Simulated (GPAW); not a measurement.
# Near-edge structure at the C K edge of C (Diamond, Fd-3m)

What does one-electron theory with a core hole give for the C K edge of C (Diamond, Fd-3m)?

Program: GPAW 26.7.0. Level of theory: X-ray absorption from dipole matrix elements to empty bands, plane-wave PAW LDA. Results are calculated unless marked as measured.

Report form: the programs' logs are mostly left out.

### Step 1. The structure

It takes space group Fd-3m (No. 227, cubic). The conventional cell has a = 3.567 Å, b = 3.567 Å, c = 3.567 Å, α = 90.00°, β = 90.00°, γ = 90.00°. Nearest to C lie 4 C at 1.54 Å.

### Step 2. Ground state of the crystal

A plain self-consistent run shows whether there is a gap, which decides the set-up of the core-hole run.

The input, scf.py:

```python
import numpy as np
from ase import Atoms
from ase.parallel import parprint, paropen
from gpaw import GPAW, PW, FermiDirac, Mixer, MixerDif, setup_paths
from gpaw.test import gen
setup_paths.insert(0, '.')
gen('C', name='nch1s', xcname='LDA', corehole=(1, 0, 0), write_xml=True)

atoms = Atoms('C2',
    cell=[[0, 1.78337, 1.78337],
     [1.78337, 0, 1.78337],
     [1.78337, 1.78337, 0]],
    scaled_positions=[[0.75, 0.75, 0.75],
     [0.5, 0.5, 0.5]],
    pbc=True)
atoms.calc = calc = GPAW(legacy_gpaw=True, mode=PW(430), xc='LDA', setups={0: 'nch1s'},
    kpts={'size': (12, 12, 12), 'gamma': True}, occupations=FermiDirac(0.05),
    charge=0, mixer=Mixer(0.1, 5, 50), maxiter=150,
    convergence={'density': 0.0001}, txt='scf.txt')
energy = atoms.get_potential_energy() + calc.get_reference_energy()
ef = calc.get_fermi_level()
out = dict(energy=energy, fermi=ef, forces=atoms.get_forces().tolist())
parprint(f'all-electron energy {energy:.4f} eV, Fermi level {ef:.4f} eV')
ev = np.array([[calc.get_eigenvalues(k, s) for k in range(len(calc.get_ibz_k_points()))] for s in range(calc.get_number_of_spins())])
out['homo'], out['lumo'], out['counts'] = ev[ev < ef].max(), ev[ev > ef].min(), sorted(set((ev < ef).sum((0, 2)).tolist()))
out['filled'] = (ev[:, 0] < ef).sum(1).tolist()
import json
with paropen('out.json', 'w') as f:
    json.dump(out, f)
```

On the command line:

```bash
$ OMP_NUM_THREADS=1 python scf.py
```

Elapsed: 6.4 s, on 1 thread of Arm Neoverse V1, shared host; peak memory 0.13 GiB.

The mesh shows a gap of 4.13 eV, so the hole is first treated in a charged cell, without the excited electron.

### Step 3. Spectrum without a core hole, C atom 1

Without a hole the spectrum is the empty density of states of the right symmetry on the absorber, weighted by matrix elements. It needs only the small cell and serves as the baseline. The data set with a hole of occupation 0 only carries the core orbital.

The absorber has 4 C at 1.54 Å (tetrahedral, site symmetry -43m).

The input, xas.py:

```python
import numpy as np
from ase import Atoms
from ase.parallel import parprint, paropen
from gpaw import GPAW, PW, FermiDirac, Mixer, MixerDif, setup_paths
from gpaw.test import gen
setup_paths.insert(0, '.')
gen('C', name='nch1s', xcname='LDA', corehole=(1, 0, 0), write_xml=True)

atoms = Atoms('C2',
    cell=[[0, 1.78337, 1.78337],
     [1.78337, 0, 1.78337],
     [1.78337, 1.78337, 0]],
    scaled_positions=[[0.75, 0.75, 0.75],
     [0.5, 0.5, 0.5]],
    pbc=True)
atoms.calc = calc = GPAW(legacy_gpaw=True, mode=PW(430), xc='LDA', setups={0: 'nch1s'},
    kpts={'size': (12, 12, 12), 'gamma': True}, occupations=FermiDirac(0.02),
    charge=0, mixer=Mixer(0.1, 5, 50), maxiter=150,
    convergence={'density': 0.0001}, txt='scf.txt')
energy = atoms.get_potential_energy() + calc.get_reference_energy()
ef = calc.get_fermi_level()
out = dict(energy=energy, fermi=ef, forces=atoms.get_forces().tolist())
parprint(f'all-electron energy {energy:.4f} eV, Fermi level {ef:.4f} eV')
ev = np.array([[calc.get_eigenvalues(k, s) for k in range(len(calc.get_ibz_k_points()))] for s in range(calc.get_number_of_spins())])
out['homo'], out['lumo'], out['counts'] = ev[ev < ef].max(), ev[ev > ef].min(), sorted(set((ev < ef).sum((0, 2)).tolist()))
out['filled'] = (ev[:, 0] < ef).sum(1).tolist()

from gpaw.xas import XAS
nb = int(calc.get_number_of_electrons() / 2) + 10
top = nb
nscf = calc.fixed_density(kpts={'size': (11, 11, 11), 'gamma': True},
    convergence={'eigenstates': 1.0}, txt='nscf.txt')
nscf.diagonalize_full_hamiltonian(nbands=nb)
cell = atoms.cell.array
ops = [cell.T @ U.T @ np.linalg.inv(cell.T) for U in nscf.wfs.kd.symmetry.op_scc]
filled = [4]  # bands filled in the ground state, by spin
E = np.arange(-25, 34, 0.1)
fwhm = np.interp(E, [4, 25], [0.9, 3.5])
Y, X, zero, highest = 0, 0, 1e9, 1e9
for spin in range(nscf.get_number_of_spins()):
    xas = XAS(nscf, mode='all', center=0, spin=spin)
    eps = xas.eps_kn
    d = xas.sigma_cmkn  # core-to-band dipole matrix elements, k weights included
    T = np.einsum('amkn,bmkn->abkn', d, d.conj()).real
    T = sum(np.einsum('ai,ijkn,bj->abkn', R, T, R) for R in ops) / len(ops)
    empty = np.ones_like(eps, bool) & (np.arange(nb) >= filled[spin])
    zero, highest = min(zero, eps[empty].min()), min(highest, eps[:, top - 1].min())
    lines = [(eps, T, empty)] if spin == 0 else lines + [(eps, T, empty)]
for eps, T, empty in lines:
    f = np.einsum('aakn->akn', T).reshape(3, -1)
    x = eps.ravel() - zero
    w = np.interp(x, E, fwhm) / 2.35482
    g = np.exp(-0.5 * ((E[:, None] - x) / w) ** 2) / (w * (2 * np.pi) ** 0.5)
    Y = Y + (f * empty.ravel()) @ g.T
    X = X + (f * ~empty.ravel()) @ g.T
out.update(E=E.round(2).tolist(), xas=Y.tolist(), xes=X.tolist(), zero=zero, valid=highest - zero, nk=len(eps), nb=nb)
for i in range(0, len(E), 10):
    parprint(f'{E[i]:7.2f}', *(f'{v:10.3e}' for v in Y[:, i]))
import json
with paropen('out.json', 'w') as f:
    json.dump(out, f)
```

On the command line:

```bash
$ OMP_NUM_THREADS=1 python xas.py
```

Elapsed: 11 s, on 1 thread; peak memory 0.14 GiB.

The C K spectrum, C atom 1, no core hole (energy from the lowest empty level; intensity scaled to a mean of 1 over the first 20 eV):

```csv
E (eV),intensity
-2.00,0.00
-1.25,0.00
-0.50,0.01
0.25,0.07
1.00,0.26
1.75,0.50
2.50,0.75
3.25,0.91
4.00,1.49
4.75,1.51
5.50,1.24
6.25,1.01
7.00,1.24
7.75,1.12
8.50,1.26
9.25,1.66
10.00,1.72
10.75,1.56
11.50,1.09
12.25,0.53
13.00,0.29
13.75,0.34
14.50,0.51
15.25,0.75
16.00,1.00
16.75,1.19
17.50,1.28
18.25,1.28
19.00,1.19
19.75,1.00
20.50,0.78
```

Main maxima below 20 eV (height): 4.2 eV (1.54), 4.9 eV (1.53), 7.1 eV (1.24), 9.7 eV (1.73) and 17.9 eV (1.29). A K edge sees empty p states; a tetrahedral site has σ* states alone, so there is no π* peak.

The same matrix elements for filled bands give the C K emission of C atom 1 (ground-state approximation; energy from the lowest empty level, largest value 1):

```csv
E (eV),emission
-24.00,0.01
-23.25,0.02
-22.50,0.03
-21.75,0.04
-21.00,0.05
-20.25,0.06
-19.50,0.08
-18.75,0.07
-18.00,0.08
-17.25,0.10
-16.50,0.17
-15.75,0.22
-15.00,0.29
-14.25,0.21
-13.50,0.25
-12.75,0.42
-12.00,0.48
-11.25,0.57
-10.50,0.82
-9.75,0.82
-9.00,1.00
-8.25,0.83
-7.50,0.92
-6.75,0.71
-6.00,0.45
-5.25,0.29
-4.50,0.13
-3.75,0.02
-3.00,0.00
-2.25,0.00
-1.50,0.00
-0.75,0.00
0.00,0.00
0.75,0.00
1.50,0.00
2.25,0.00
3.00,0.00
```

Emission maxima: -15.2 eV (0.31), -9.0 eV (1.00) and -7.6 eV (0.92).

### Step 4. Reference energy of the supercell

The photon energy needs a difference of total energies, so the cell and mesh of the coming hole run are first run without a hole.

Changes to scf.py since step 2:

```diff
@@ -8,11 +8,25 @@
 
-atoms = Atoms('C2',
-    cell=[[0, 1.78337, 1.78337],
-     [1.78337, 0, 1.78337],
-     [1.78337, 1.78337, 0]],
-    scaled_positions=[[0.75, 0.75, 0.75],
-     [0.5, 0.5, 0.5]],
+atoms = Atoms('C16',
+    cell=[[0, 3.56674, 3.56674],
+     [3.56674, 0, 3.56674],
+     [3.56674, 3.56674, 0]],
+    scaled_positions=[[0.375, 0.375, 0.375],
+     [0.375, 0.375, 0.875],
+     [0.375, 0.875, 0.375],
+     [0.875, 0.375, 0.375],
+     [0.375, 0.875, 0.875],
+     [0.875, 0.375, 0.875],
+     [0.875, 0.875, 0.375],
+     [0.875, 0.875, 0.875],
+     [0.25, 0.25, 0.25],
+     [0.25, 0.25, 0.75],
+     [0.25, 0.75, 0.25],
+     [0.75, 0.25, 0.25],
+     [0.25, 0.75, 0.75],
+     [0.75, 0.25, 0.75],
+     [0.75, 0.75, 0.25],
+     [0.75, 0.75, 0.75]],
     pbc=True)
 atoms.calc = calc = GPAW(legacy_gpaw=True, mode=PW(430), xc='LDA', setups={0: 'nch1s'},
-    kpts={'size': (12, 12, 12), 'gamma': True}, occupations=FermiDirac(0.05),
+    kpts={'size': (5, 5, 5), 'gamma': True}, occupations=FermiDirac(0.02),
     charge=0, mixer=Mixer(0.1, 5, 50), maxiter=150,
```

On the command line:

```bash
$ OMP_NUM_THREADS=1 python scf.py
```

Elapsed: 44 s, on 1 thread; peak memory 0.26 GiB.

Reference energy: -16462.075 eV with the cores included.

### Step 5. Spectrum with FCH, C atom 1

The holes are 5.0 Å apart. In GPAW the data set carries the hole's charge, so charge=0 means a charged cell and charge=-1 a neutral one. The excited electron is left out and a uniform background balances the charge. After the field has converged, empty bands are computed with the density fixed and the dipole matrix elements are summed.

Changes to xas.py since step 3:

```diff
@@ -6,13 +6,27 @@
 setup_paths.insert(0, '.')
-gen('C', name='nch1s', xcname='LDA', corehole=(1, 0, 0), write_xml=True)
+gen('C', name='fch1s', xcname='LDA', corehole=(1, 0, 1), write_xml=True)
 
-atoms = Atoms('C2',
-    cell=[[0, 1.78337, 1.78337],
-     [1.78337, 0, 1.78337],
-     [1.78337, 1.78337, 0]],
-    scaled_positions=[[0.75, 0.75, 0.75],
-     [0.5, 0.5, 0.5]],
+atoms = Atoms('C16',
+    cell=[[0, 3.56674, 3.56674],
+     [3.56674, 0, 3.56674],
+     [3.56674, 3.56674, 0]],
+    scaled_positions=[[0.375, 0.375, 0.375],
+     [0.375, 0.375, 0.875],
+     [0.375, 0.875, 0.375],
+     [0.875, 0.375, 0.375],
+     [0.375, 0.875, 0.875],
+     [0.875, 0.375, 0.875],
+     [0.875, 0.875, 0.375],
+     [0.875, 0.875, 0.875],
+     [0.25, 0.25, 0.25],
+     [0.25, 0.25, 0.75],
+     [0.25, 0.75, 0.25],
+     [0.75, 0.25, 0.25],
+     [0.25, 0.75, 0.75],
+     [0.75, 0.25, 0.75],
+     [0.75, 0.75, 0.25],
+     [0.75, 0.75, 0.75]],
     pbc=True)
-atoms.calc = calc = GPAW(legacy_gpaw=True, mode=PW(430), xc='LDA', setups={0: 'nch1s'},
-    kpts={'size': (12, 12, 12), 'gamma': True}, occupations=FermiDirac(0.02),
+atoms.calc = calc = GPAW(legacy_gpaw=True, mode=PW(430), xc='LDA', setups={0: 'fch1s'},
+    kpts={'size': (5, 5, 5), 'gamma': True}, occupations=FermiDirac(0.02),
     charge=0, mixer=Mixer(0.1, 5, 50), maxiter=150,
@@ -28,11 +42,10 @@
 from gpaw.xas import XAS
-nb = int(calc.get_number_of_electrons() / 2) + 10
-top = nb
-nscf = calc.fixed_density(kpts={'size': (11, 11, 11), 'gamma': True},
-    convergence={'eigenstates': 1.0}, txt='nscf.txt')
-nscf.diagonalize_full_hamiltonian(nbands=nb)
+nb = int(calc.get_number_of_electrons() / 2) + 57
+top, nb = nb, nb + 8 + nb // 12
+nscf = calc.fixed_density(kpts={'size': (6, 6, 6), 'gamma': True}, nbands=nb,
+    convergence={'bands': top, 'eigenstates': 1e-5}, maxiter=60, txt='nscf.txt')
 cell = atoms.cell.array
 ops = [cell.T @ U.T @ np.linalg.inv(cell.T) for U in nscf.wfs.kd.symmetry.op_scc]
-filled = [4]  # bands filled in the ground state, by spin
-E = np.arange(-25, 34, 0.1)
+filled = [32]  # bands filled in the ground state, by spin
+E = np.arange(-6, 34, 0.1)
 fwhm = np.interp(E, [4, 25], [0.9, 3.5])
```

On the command line:

```bash
$ OMP_NUM_THREADS=1 python xas.py
```

Wall time 3.3 min (1 thread); peak memory 0.41 GiB.

The C K spectrum, C atom 1, full core hole (charged cell) (energy from the lowest empty level; intensity scaled to a mean of 1 over the first 19 eV):

```csv
E (eV),intensity
-2.0,0.00
-1.5,0.00
-1.0,0.00
-0.5,0.07
0.0,0.44
0.5,1.25
1.0,1.89
1.5,1.73
2.0,1.78
2.5,2.22
3.0,2.59
3.5,2.18
4.0,1.74
4.5,1.69
5.0,1.35
5.5,0.92
6.0,0.93
6.5,1.03
7.0,0.88
7.5,0.76
8.0,0.82
8.5,0.94
9.0,1.05
9.5,1.10
10.0,1.02
10.5,0.79
11.0,0.51
11.5,0.27
12.0,0.14
12.5,0.12
13.0,0.18
13.5,0.28
14.0,0.41
14.5,0.55
15.0,0.68
15.5,0.81
16.0,0.91
16.5,0.95
17.0,0.93
17.5,0.85
18.0,0.75
18.5,0.64
19.0,0.54
19.5,0.44
20.0,0.35
```

Main maxima below 19 eV (height): 1.1 eV (1.91), 3.0 eV (2.59), 6.5 eV (1.03), 9.5 eV (1.10) and 16.6 eV (0.95). 

The hole costs E(hole) − E(ground) = 275.49 eV, and the lowest empty level of the hole cell on the spectrum's mesh lies at 15.47 eV, which puts the zero at 290.96 eV. One term is added: -6.67 eV, since the hole is spin-paired here and a spin-polarised one costs that much less in the free atom (computed apart). The photon energy is then 284.29 eV. The functional and the charged cell's background leave an error in such absolute values: in the free atom LDA prices this hole 2.9 eV below PBE (computed apart), and PBE is itself good to a few eV.

### Step 6. Excitation energy, C atom 1

With the excited electron kept in the cell the system stays neutral, and the energy difference is an excitation energy by itself. In a small cell that electron takes up a good share of the lowest empty band, or all of one, which shifts the value from the true onset.

Changed against the first core-hole run: core hole to XCH, with the smearing that suits a partly filled band.

Changes to scf.py since step 4:

```diff
@@ -6,3 +6,3 @@
 setup_paths.insert(0, '.')
-gen('C', name='nch1s', xcname='LDA', corehole=(1, 0, 0), write_xml=True)
+gen('C', name='fch1s', xcname='LDA', corehole=(1, 0, 1), write_xml=True)
 
@@ -29,5 +29,5 @@
     pbc=True)
-atoms.calc = calc = GPAW(legacy_gpaw=True, mode=PW(430), xc='LDA', setups={0: 'nch1s'},
-    kpts={'size': (5, 5, 5), 'gamma': True}, occupations=FermiDirac(0.02),
-    charge=0, mixer=Mixer(0.1, 5, 50), maxiter=150,
+atoms.calc = calc = GPAW(legacy_gpaw=True, mode=PW(430), xc='LDA', setups={0: 'fch1s'},
+    kpts={'size': (5, 5, 5), 'gamma': True}, occupations=FermiDirac(0.04),
+    charge=-1, mixer=Mixer(0.1, 5, 50), maxiter=150,
     convergence={'density': 0.0001}, txt='scf.txt')
```

On the command line:

```bash
$ OMP_NUM_THREADS=1 python scf.py
```

Elapsed: 61 s, on 1 thread; peak memory 0.25 GiB.

The total-energy difference is 291.43 eV. With the free-atom term of -6.67 eV for this edge, the photon energy is 284.76 eV.

### Step 7. What the core hole does

Both curves are counted from their own zero, so only the shift of weight within the empty states shows.

```csv
E (eV),no hole,FCH
-2.0,0.00,0.00
-1.0,0.00,0.00
0.0,0.04,0.44
1.0,0.26,1.89
2.0,0.58,1.78
3.0,0.86,2.59
4.0,1.49,1.74
5.0,1.53,1.35
6.0,0.98,0.93
7.0,1.24,0.88
8.0,1.10,0.82
9.0,1.56,1.05
10.0,1.72,1.02
11.0,1.45,0.51
12.0,0.69,0.14
13.0,0.29,0.18
14.0,0.39,0.41
15.0,0.67,0.68
16.0,1.00,0.91
17.0,1.23,0.93
18.0,1.29,0.75
19.0,1.19,0.54
20.0,0.93,0.35
```

With each curve scaled to its own mean, the area from −2 to 6 eV with the hole is 10.1 against 5.2, and the centre of weight from −1 to 20 eV moves by -2.9 eV: the hole pulls the absorber's empty states down.

### Step 8. Outcome

```json
{"absorber and edge": "C K, atom 1 of the ground-state input (counted from 1)", "surroundings": "4 C at 1.54 Å (tetrahedral, site symmetry -43m)", "highest intensity below 16 eV": "3.0 eV above the zero, height 2.59", "photon energy of the zero, with the added terms": "284.3 eV (raw 291.0 eV; LDA puts this hole about 3 eV below PBE, itself good to a few eV)"}
```

What this shows: The C K edge of atom 1, with 4 C at 1.54 Å (tetrahedral, site symmetry -43m), has its highest intensity of the first 16 eV at 3.0 eV above the zero, near 287 eV in photon energy (LDA puts this hole about 3 eV below PBE, itself good to a few eV), 2.6 times the mean level of the first 19 eV (Gaussian full width 0.9 eV up to 4 eV, rising linearly to 3.5 eV at 25 eV). With each curve scaled to its own mean, the area from −2 to 6 eV with the hole is 10.1 against 5.2, and the centre of weight from −1 to 20 eV moves by -2.9 eV: the hole pulls the absorber's empty states down. The neutral-cell energy lies +0.5 eV from the charged-cell zero, a gap made of the charged-cell error and of where the added electron settles. The holes are only 5.0 Å apart, so the shape is probably not converged with cell size; no larger cell was run here. The mesh is coarse (0.25 Å⁻¹ between points), so small maxima may be mesh ripples. The structure is a published determination, not relaxed.

[Logs are printed without paths, hosts, clocks, repeated set-up lines and the standing remarks that a program may print on its own settings, such as how far it seeks lower states.]

[Hosts, paths, dates, database ids (printed as entryN), source tags and the programs' standing remarks are cut or masked in the printed files.]

[Lists of maxima count a maximum above −3 eV only where it reaches 4 % of the highest in the window and stands out from its surroundings by 2 % of it (1.5 % where it reaches 55 %); shoulders and weaker maxima are passed over, and of the rest the first, up to two pre-edge ones and the few strongest are named.]
